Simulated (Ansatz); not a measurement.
# How many bands does the GW gap of H6PbCBr3N (Pm) need?, part 2 of 2

Aim: see how the G0W0 gap of H6PbCBr3N (Pm) on r2SCAN moves with empty bands and screening cutoff, and what each rung costs.

Ansatz 0.2.0; G0W0 on r2SCAN, plane waves, PAW. Known limits of the many-body steps: not at the basis limit; no spin-orbit coupling; coarse k mesh.

So far. Step 4 (935 empty bands, screening to 150 eV): Against the run with 2×2×2 mesh, 434 empty bands, screening to 90 eV, the gap moves by +0.13 eV.

## 5. Changing the frequency model: 2×2×2 mesh, 434 empty bands, screening to 90 eV, plasmon pole

A plasmon pole stands in for the full frequency dependence of the screening; this run shows what that costs in accuracy. Bands and cutoff differ from the step before, so it is read against an earlier run that matches them.

Input file input.yaml:

```yaml
crystal:
  lattice:
    - [6.038531, 0.0, 0.0]
    - [0.0, 6.05968, 0.0]
    - [-0.007679, 0.0, 6.128174]
  atoms:
    - { symbol: H, position: [0.218258, 0.862101, 0.96819] }
    - { symbol: H, position: [0.177786, 0.0, 0.198636] }
    - { symbol: H, position: [0.825095, 0.851944, 0.061619] }
    - { symbol: H, position: [0.869341, 0.0, 0.811715] }
    - { symbol: H, position: [0.825095, 0.148056, 0.061619] }
    - { symbol: H, position: [0.218258, 0.137899, 0.96819] }
    - { symbol: Pb, position: [0.475266, 0.5, 0.477994] }
    - { symbol: C, position: [0.897311, 0.0, 0.98852] }
    - { symbol: Br, position: [0.430028, 0.5, 0.972748] }
    - { symbol: Br, position: [0.434852, 0.0, 0.512708] }
    - { symbol: Br, position: [0.966538, 0.5, 0.440736] }
    - { symbol: "N", position: [0.140606, 0.0, 0.032465] }
kpoints:
  mp_grid: { grid: [2, 2, 2] }
hamiltonian:
  xc: r2scan
scf:
  occupations: { method: fixed }
gw:
  n_empty_bands: 434
  ecut_chi: 90
  qp_bands: [v4, c4]
  qp_kpoints: band_edges
  screening: { model: godby_needs }
```

Run with:

```sh
$ ansatz run input.yaml --threads 3 --pin off --max-ram 92160MiB --backend cuda --events-out ev --progress --plain --runs-dir out --devices 1 --max-vram 13GiB  # rebuilt from the run's record
```

Numbers of over 12 decimals in the logs are rounded to 6 here.

Output:

```text
GPUs: using 1 of 1 available (devices: 1).
[...]
GPU FFT provider: cuFFT
GPU libraries: cuBLAS 13.8.2, cuFFT 12.4.0, cuSOLVER 12.3.4
Crystal: 12 atoms, lattice volume = 224.239 Å³
Basis set: ecut = 500 eV, 5671 PW (Γ), exchange–correlation on 180×180×180 points (64 copies of the dense FFT grid, shifted against one another)
Bands: 37, of which v1, the nominal top of the filled ones, is band 25 counted from 1 (24 counted from 0)
[...]
0    29      7.5237    -4.0557    -3.4026    -7.8044  0.8310     7.8709     7.8699  root
[...]
7    26      3.7369    -7.5029    -3.3763   -11.3304  0.8128     4.1898     4.1881  root
     7    27      3.7567    -7.4702    -3.3845   -11.3121  0.8134     4.2157     4.2140  root
     7    28      3.9744    -7.6829    -3.3702   -11.5160  0.8132     4.4391     4.4374  root
     7    29      7.0654    -4.0096    -3.5280    -8.0346  0.8332     7.5644     7.5623  root
[key lines of the parts left out:]
SCF converged after 8 iterations
Free energy (F): -21037.951761 eV
Fermi energy:    1.317335 eV
```

It took 17 s on 1 × NVIDIA H100 80GB HBM3 (shared by 6 runs) with 3 threads of AMD EPYC 7R13 (Zen 3), shared host; peak memory 2 GiB.

Numbers from this step:

- bands summed: 459
- plasmon-pole fit frequency: 17.53 eV
- RPA ε∞ on this mesh (eigenvalues): 4.974, 5.265, 5.900
- plane waves in the screening matrix: 457
- G0W0 gap on the mesh: 3.345 eV
- k of the valence top: -0.5, -0.5, -0.5
- k of the conduction bottom: -0.5, -0.5, -0.5
- starting gap on the mesh: 2.420 eV
- least direct G0W0 gap on the computed points: 3.345 eV

Against the run with 2×2×2 mesh, 434 empty bands, screening to 90 eV, the gap moves by −0.03 eV.

## 6. Changing the files: 2×2×2 mesh, 434 empty bands, screening to 90 eV, hard PAW files

Other atomic data (hard PAW) test the pseudisation: the cutoff goes from 500 to 1000 eV and the valence electrons from 50 to 88, which opens shells that were frozen.

Changes to input.yaml since step 5:

```diff
@@ -22,2 +22,3 @@
   xc: r2scan
+  pseudopotentials: { kind: paw, source: ansatz }
 scf:
@@ -29,2 +30,2 @@
   qp_kpoints: band_edges
-  screening: { model: godby_needs }
+  screening: { model: contour_deformation }
```

Output:

```text
GPUs: using 1 of 1 available (devices: 1).
[...]
GPU FFT provider: cuFFT
GPU libraries: cuBLAS 13.8.2, cuFFT 12.4.0, cuSOLVER 12.3.4
Crystal: 12 atoms, lattice volume = 224.239 Å³
Basis set: ecut = 1000 eV, 16119 PW (Γ), exchange–correlation on 256×256×256 points (64 copies of the dense FFT grid, shifted against one another)
Bands: 56, of which v1, the nominal top of the filled ones, is band 44 counted from 1 (43 counted from 0)
[...]
0    48      8.7697    -3.9725    -3.4325    -7.7093  0.8014     9.0761     9.0740  root
[...]
7    45      4.9894    -7.5464    -3.4352   -11.3739  0.7888     5.3847     5.3816  root
     7    46      5.0091    -7.5134    -3.4438   -11.3551  0.7894     5.4101     5.4070  root
     7    47      5.2260    -7.7202    -3.4286   -11.5533  0.7892     5.6338     5.6305  root
     7    48      8.3155    -4.0022    -3.5502    -8.0216  0.8095     8.7890     8.7847  root
[key lines of the parts left out:]
SCF converged after 9 iterations
Free energy (F): -34483.523887 eV
Fermi energy:    2.560154 eV
```

The job ended after 28 s (1 × NVIDIA H100 80GB HBM3 (shared by 6 runs) with 3 threads; peak memory 3.5 GiB; 54 s of CPU time).

This step gave:

```yaml
bands_summed: 478
rpa_eps_infinity_on_this_mesh_eigenvalues: 4.954, 5.242, 5.873
plane_waves_in_the_screening_matrix: 457
g0w0_gap_on_the_mesh: 3.352 eV
k_of_the_valence_top: -0.5, -0.5, -0.5
k_of_the_conduction_bottom: -0.5, -0.5, -0.5
starting_gap_on_the_mesh: 2.429 eV
least_direct_g0w0_gap_on_the_computed_points: 3.352 eV
```

Against the run with 2×2×2 mesh, 434 empty bands, screening to 90 eV, the gap moves by −0.02 eV.

## 7. The runs together

Times are wall times on 1 × NVIDIA H100 80GB HBM3 (shared by 6 runs) with 3 threads of AMD EPYC 7R13 (Zen 3), shared host, good to a factor of about two.

| mesh | files | frequency | bands summed | cutoff (eV) | start (eV) | G0W0 (eV) | time | host memory (GiB) |
| --- | --- | --- | --- | --- | --- | --- | --- | --- |
| 2×2×2 | default PAW | contour deformation | 178 | 45 | 2.420 | 3.222 | 8.2 s | 1.5 |
| 2×2×2 | default PAW | contour deformation | 459 | 90 | 2.420 | 3.374 | 11 s | 1.9 |
| 2×2×2 | default PAW | contour deformation | 960 | 150 | 2.420 | 3.506 | 32 s | 3.1 |
| 2×2×2 | default PAW | plasmon pole | 459 | 90 | 2.420 | 3.345 | 17 s | 2.0 |
| 2×2×2 | hard PAW | contour deformation | 478 | 90 | 2.429 | 3.352 | 28 s | 3.5 |

The parts of the quasiparticle energy at the two band edges (eV; QP = start + Σx + Σc − Vxc):

```
      run               edge  start      Σx     Σc     Vxc     Z    QP
178 bands        valence top   1.32  -19.54   1.98  -17.40  0.78  1.16
178 bands  conduction bottom   3.74   -7.50  -3.18  -11.33  0.79  4.38
459 bands        valence top   1.32  -19.54   1.59  -17.40  0.77  0.77
459 bands  conduction bottom   3.74   -7.50  -3.42  -11.33  0.79  4.14
960 bands        valence top   1.32  -19.54   1.33  -17.40  0.77  0.51
960 bands  conduction bottom   3.74   -7.50  -3.54  -11.33  0.79  4.02
```

## 8. Results

```yaml
178_bands_45_ev: 3.222 eV
459_bands_90_ev: 3.374 eV
960_bands_150_ev: 3.506 eV
estimated_limit_in_bands_and_cutoff: 3.63 eV
mesh_and_start: 2×2×2, r2SCAN
```

What this shows: A line in one over the bands through the two highest rungs gives 3.63 eV, +0.12 eV from the top rung; the pair below gives 3.47 eV, so the estimate is still climbing. The rungs stand 0.40 eV (178 bands), 0.25 eV (459 bands) and 0.12 eV (960 bands) from it. From 178 to 960 bands the gap moves by +0.28 eV while the time grows 3.9-fold. Σc changes by −0.65 eV at the valence top and −0.36 eV at the conduction bottom, so both edges matter. The plasmon-pole model gives −0.03 eV against contour deformation, 3 % of the correction, and saved no time in this program. Hard PAW files move the gap by −0.02 eV at equal bands and cutoff, +0.01 eV of it in the start. The 2×2×2 mesh is coarse for this cell (its supercell is 12 Å along the shortest edge). The RPA ε∞ on it, from the r2SCAN start, is 4.97, 5.26 and 5.89; such meshes misread the long-range screening, most where the gap is narrow. Where an edge is built on 6p states of lead, bismuth or thallium, scalar-relativistic gaps usually stand too wide, by a few tenths to over one eV. The many-body steps are scalar-relativistic: spin-orbit coupling is not in them.

[Paths, hosts, dates, memory and timing lines, banners, echoed tables and standing remarks are left out of the program output.]

[Logs are printed without paths, hosts, clocks, repeated set-up lines and the standing remarks that a program may print on its own settings, such as how far it seeks lower states.]

[Runs of the session that timed out or met a known fault of the program may be left out.]

[Cells called generated may have been cut or substituted from an entry of the Crystallography Open Database or the Materials Project.]

[Hosts, paths, dates, database ids (printed as entryN), source tags and the programs' standing remarks are cut or masked in the printed files.]
